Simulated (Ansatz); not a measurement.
**How many bands does the GW gap of Zn3SbN3 (Cm) need?**

Wanted: a G0W0 gap for Zn3SbN3 (Cm) that is converged in bands and cutoff, or an estimate of the limit.

Calculated with Ansatz 0.2.0; G0W0 on PBE, plane waves, PAW; PAW set soft_1.

Report form: the programs' logs are mostly left out.

### Step 1. Starting point

It takes space group Cm (No. 8, monoclinic). Conventional cell: a = 6.788 Å, b = 6.566 Å, c = 5.577 Å, α = 90.00°, β = 125.21°, γ = 90.00°. Nearest to Zn lie 3 N at 1.95 to 1.96 Å. Zn has 3 N at 1.97 to 2.00 Å nearest. Nearest to Sb lie 3 N at 2.04 to 2.06 Å. Nearest to N lie 3 Zn at 1.96 to 2.00 Å and 1 Sb at 2.06 Å. Nearest to N lie 3 Zn at 1.95 to 1.97 Å and 1 Sb at 2.04 Å. Farther neighbours and most contacts between anions are not listed.

Coordinates:

```cif
data_structure
_symmetry_space_group_name_H-M 'P 1'
_symmetry_Int_Tables_number 1
_cell_length_a 4.7221
_cell_length_b 4.7221
_cell_length_c 5.5766
_cell_angle_alpha 114.484
_cell_angle_beta 114.484
_cell_angle_gamma 88.101
_cell_volume 101.54
loop_
_atom_site_label
_atom_site_type_symbol
_atom_site_fract_x
_atom_site_fract_y
_atom_site_fract_z
_atom_site_occupancy
Zn1 Zn 0.64266 0.64266 0.11808 1
Zn2 Zn 0.75601 0.31486 0.51983 1
Zn3 Zn 0.31486 0.75601 0.51983 1
Sb4 Sb 0.06051 0.06051 0.00241 1
N5 N 0.41104 0.94206 0.29988 1
N6 N 0.94206 0.41104 0.29988 1
N7 N 0.69872 0.69872 0.81219 1
```

The cell and positions are those that the Materials Project relaxed with its own functionals (PBE, PBE+U or r2SCAN), kept fixed. Spin-orbit coupling is left out unless a step names it.

### Step 2. 132 empty bands, screening to 69 eV

G0W0 replaces the xc potential by the self-energy, built once from these orbitals. Only a window of levels is corrected, while the sums run over the empty bands that the input names. This step takes PAW set soft_1 files.

File input.yaml:

```yaml
crystal:
  lattice:
    - [3.3938895471, -3.283248115, 0.0]
    - [3.3938895471, 3.283248115, 0.0]
    - [-3.2155964401, 0.0, 4.5561292986]
  atoms:
    - { symbol: Zn, position: [0.64265811, 0.64265811, 0.11808447] }
    - { symbol: Zn, position: [0.75601403, 0.31486041, 0.51982585] }
    - { symbol: Zn, position: [0.31486041, 0.75601403, 0.51982585] }
    - { symbol: Sb, position: [0.06050886, 0.06050886, 0.00241463] }
    - { symbol: "N", position: [0.41103526, 0.94206134, 0.29988336] }
    - { symbol: "N", position: [0.94206134, 0.41103526, 0.29988336] }
    - { symbol: "N", position: [0.698722, 0.698722, 0.81219049] }
kpoints:
  mp_grid: { grid: [4, 4, 4] }
hamiltonian:
  xc: pbe
  pseudopotentials: { kind: paw, azcp: { folder: soft_1 } }
scf:
  occupations: { method: fixed }
gw:
  n_empty_bands: 132
  ecut_chi: 69
  qp_bands: [v2, c2]
  qp_kpoints: band_edges
  screening: { model: contour_deformation }
```

Launch:

```console
ansatz run input.yaml --threads 2 --pin off --max-ram 92160MiB --backend cuda --events-out ev --progress --plain --runs-dir out --devices 1 --max-vram 13GiB
```

Elapsed: 33 s, on 1 × NVIDIA H100 80GB HBM3 (shared by 6 runs) with 2 threads of AMD EPYC 7R13 (Zen 3), shared host; peak memory 1.3 GiB; 46 s of CPU time.

This step gave:

* bands summed: 165
* RPA ε∞ on this mesh (eigenvalues): 7.283, 8.242, 8.258
* plane waves in the screening matrix: 131
* q-points in the mesh: 64
* G0W0 gap on the mesh: 2.074 eV
* k of the valence top: 0.25, -0.25, 0
* k of the conduction bottom: 0, 0, 0.25
* starting gap on the mesh: 1.432 eV
* Z at the valence top: 0.7462
* Z at the conduction bottom: 0.7847
* least direct G0W0 gap on the computed points: 2.279 eV

The gap on the mesh goes from 1.43 eV to 2.07 eV, a correction of +0.64 eV. Between the two edge states, bare exchange in place of the xc potential would open the gap by 7.02 eV, and correlation takes back 6.37 eV.

### Step 3. 373 empty bands, screening to 138 eV

Another rung: the empty bands reach about as high as the screening cutoff, so the two stay in balance.

input.yaml: that of step 2 with these lines changed.

```diff
@@ -21,4 +21,4 @@
 gw:
-  n_empty_bands: 132
-  ecut_chi: 69
+  n_empty_bands: 373
+  ecut_chi: 138
   qp_bands: [v2, c2]
```

Wall time 70 s (1 × NVIDIA H100 80GB HBM3 (shared by 6 runs) with 2 threads); peak memory 2.1 GiB; 1.9 min of CPU time.

Numbers from this step:

```
bands summed                                 : 406
RPA ε∞ on this mesh (eigenvalues)            : 7.187, 8.136, 8.172
plane waves in the screening matrix          : 393
q-points in the mesh                         : 64
G0W0 gap on the mesh                         : 2.131 eV
k of the valence top                         : 0.25, -0.25, 0
k of the conduction bottom                   : 0, 0, 0.25
starting gap on the mesh                     : 1.432 eV
Z at the valence top                         : 0.7406
Z at the conduction bottom                   : 0.7817
least direct G0W0 gap on the computed points : 2.331 eV
```

Against the run with 4×4×4 mesh, 132 empty bands, screening to 69 eV, PAW set soft_1 files, the gap moves by +0.06 eV.

### Step 4. 804 empty bands, screening to 230 eV

input.yaml: that of step 3 with these lines changed.

```diff
@@ -21,4 +21,4 @@
 gw:
-  n_empty_bands: 373
-  ecut_chi: 138
+  n_empty_bands: 804
+  ecut_chi: 230.0
   qp_bands: [v2, c2]
```

Run time: 2.4 min. Hardware: 1 × NVIDIA H100 80GB HBM3 (shared by 6 runs) with 2 threads; peak memory 4.5 GiB; 4.1 min of CPU time.

Numbers from this step:

* bands summed: 837
* RPA ε∞ on this mesh (eigenvalues): 7.162, 8.111, 8.150
* plane waves in the screening matrix: 787
* G0W0 gap on the mesh: 2.184 eV
* k of the valence top: 0.25, -0.25, 0
* k of the conduction bottom: 0, 0, 0.25
* starting gap on the mesh: 1.432 eV
* least direct G0W0 gap on the computed points: 2.378 eV

Against the run with 4×4×4 mesh, 373 empty bands, screening to 138 eV, PAW set soft_1 files, the gap moves by +0.05 eV.

### Step 5. Changing the frequency model: 4×4×4 mesh, 804 empty bands, screening to 230 eV, plasmon pole, PAW set soft_1 files

A plasmon pole stands in for the full frequency dependence of the screening; this run shows what that costs in accuracy.

input.yaml: that of step 4 with these lines changed.

```diff
@@ -25,2 +25,2 @@
   qp_kpoints: band_edges
-  screening: { model: contour_deformation }
+  screening: { model: godby_needs }
```

It took 3.4 min on 1 × NVIDIA H100 80GB HBM3 (shared by 6 runs) with 2 threads; peak memory 5.8 GiB.

This step gave:

```
bands summed                                 : 837
plasmon-pole fit frequency                   : 29.94 eV
RPA ε∞ on this mesh (eigenvalues)            : 7.162, 8.111, 8.150
plane waves in the screening matrix          : 787
G0W0 gap on the mesh                         : 2.134 eV
k of the valence top                         : 0.25, -0.25, 0
k of the conduction bottom                   : 0, 0, 0.25
starting gap on the mesh                     : 1.432 eV
least direct G0W0 gap on the computed points : 2.344 eV
```

Against the run with 4×4×4 mesh, 804 empty bands, screening to 230 eV, PAW set soft_1 files, the gap moves by −0.05 eV.

### Step 6. Changing the files and raising the bands: 4×4×4 mesh, 1192 empty bands, screening to 299 eV, hard PAW files

Other atomic data (hard PAW) test the pseudisation: the cutoff goes from 420 to 870 eV and the valence electrons from 66 to 96, which opens shells that were frozen. Bands and screening cutoff change too, so the step is no clean test of the files.

This step: G0W0 on PBE, plane waves, PAW.

input.yaml: that of step 5 with these lines changed.

```diff
@@ -17,3 +17,3 @@
   xc: pbe
-  pseudopotentials: { kind: paw, azcp: { folder: soft_1 } }
+  pseudopotentials: { kind: paw, source: ansatz }
 scf:
@@ -21,6 +21,6 @@
 gw:
-  n_empty_bands: 804
-  ecut_chi: 230.0
+  n_empty_bands: 1192
+  ecut_chi: 299.0
   qp_bands: [v2, c2]
   qp_kpoints: band_edges
-  screening: { model: godby_needs }
+  screening: { model: contour_deformation }
```

The job ended after 9.9 min (1 × NVIDIA H100 80GB HBM3 (shared by 6 runs) with 2 threads; peak memory 11 GiB).

Numbers from this step:

```
bands summed                                 : 1240
RPA ε∞ on this mesh (eigenvalues)            : 7.144, 8.078, 8.122
plane waves in the screening matrix          : 1183
G0W0 gap on the mesh                         : 2.222 eV
k of the valence top                         : 0.25, -0.25, 0
k of the conduction bottom                   : 0, 0, 0.25
starting gap on the mesh                     : 1.441 eV
least direct G0W0 gap on the computed points : 2.412 eV
```

Against the run with 4×4×4 mesh, 804 empty bands, screening to 230 eV, PAW set soft_1 files, the gap moves by +0.04 eV.

### Step 7. Convergence and cost

Times are wall times on 1 × NVIDIA H100 80GB HBM3 (shared by 6 runs) with 2 threads of AMD EPYC 7R13 (Zen 3), shared host, good to a factor of about two.

```csv
mesh,files,frequency,bands summed,cutoff (eV),start (eV),G0W0 (eV),time,host memory (GiB)
4×4×4,PAW set soft_1,contour deformation,165,69,1.432,2.074,33 s,1.3
4×4×4,PAW set soft_1,contour deformation,406,138,1.432,2.131,70 s,2.1
4×4×4,PAW set soft_1,contour deformation,837,230,1.432,2.184,2.4 min,4.5
4×4×4,PAW set soft_1,plasmon pole,837,230,1.432,2.134,3.4 min,5.8
4×4×4,hard PAW,contour deformation,1240,299,1.441,2.222,9.9 min,11
```

How the two edges are built up, in eV (the quasiparticle level is the starting level plus Σx plus Σc less Vxc):

```csv
run,edge,start,Σx,Σc,Vxc,Z,QP
165 bands,valence top,8.56,-24.69,3.37,-21.01,0.75,8.25
165 bands,conduction bottom,9.99,-11.60,-3.01,-14.94,0.78,10.33
406 bands,valence top,8.56,-24.69,3.13,-21.01,0.74,8.02
406 bands,conduction bottom,9.99,-11.60,-3.19,-14.94,0.78,10.15
837 bands,valence top,8.56,-24.69,2.97,-21.01,0.74,7.86
837 bands,conduction bottom,9.99,-11.60,-3.29,-14.94,0.78,10.04
```

### Step 8. What came out

| Quantity | Value |
| --- | --- |
| 165 bands, 69 eV | 2.074 eV |
| 406 bands, 138 eV | 2.131 eV |
| 837 bands, 230 eV | 2.184 eV |
| estimated limit in bands and cutoff | 2.24 eV |
| mesh and start | 4×4×4, PBE |

What this shows: A line in one over the bands through the two highest rungs gives 2.24 eV, +0.05 eV from the top rung; the pair below gives 2.17 eV, so the estimate is still climbing. The rungs stand 0.16 eV (165 bands), 0.10 eV (406 bands) and 0.05 eV (837 bands) from it. From 165 to 837 bands the gap moves by +0.11 eV while the time grows 4.3-fold. Σc changes by −0.39 eV at the valence top and −0.28 eV at the conduction bottom, so the levels themselves move more than the gap between them. The plasmon-pole model gives −0.05 eV against contour deformation, 7 % of the correction, and saved no time in this program. With hard PAW files and 1240 bands the gap is 2.22 eV; the line for the PAW set soft_1 files gives 2.20 eV at that count, a difference of +0.02 eV that holds the line's own error too. The cheapest rung within 0.1 eV of this estimate is that with 837 bands (2.4 min). The 4×4×4 mesh misses a band edge: over a band path and its finer mesh (run apart) the PBE gap is 1.37 eV, so the G0W0 gap over the zone may lie about 0.06 eV below its value on the mesh. A d shell, filled or nearly so, lies near the gap. One-shot GW converges very slowly in bands there, not always from below, and on a semilocal start the gap tends to come out low; starts rich in exact exchange can overshoot instead. The many-body steps are scalar-relativistic: spin-orbit coupling is not in them.

[Paths, hosts, dates, memory and timing lines, banners, echoed tables and standing remarks are left out of the program output.]

[Logs are printed without paths, hosts, clocks, repeated set-up lines and the standing remarks that a program may print on its own settings, such as how far it seeks lower states.]

[Runs of the session that timed out or met a known fault of the program may be left out.]

[Cells called generated may have been cut or substituted from an entry of the Crystallography Open Database or the Materials Project.]

[Hosts, paths, dates, database ids (printed as entryN), source tags and the programs' standing remarks are cut or masked in the printed files.]
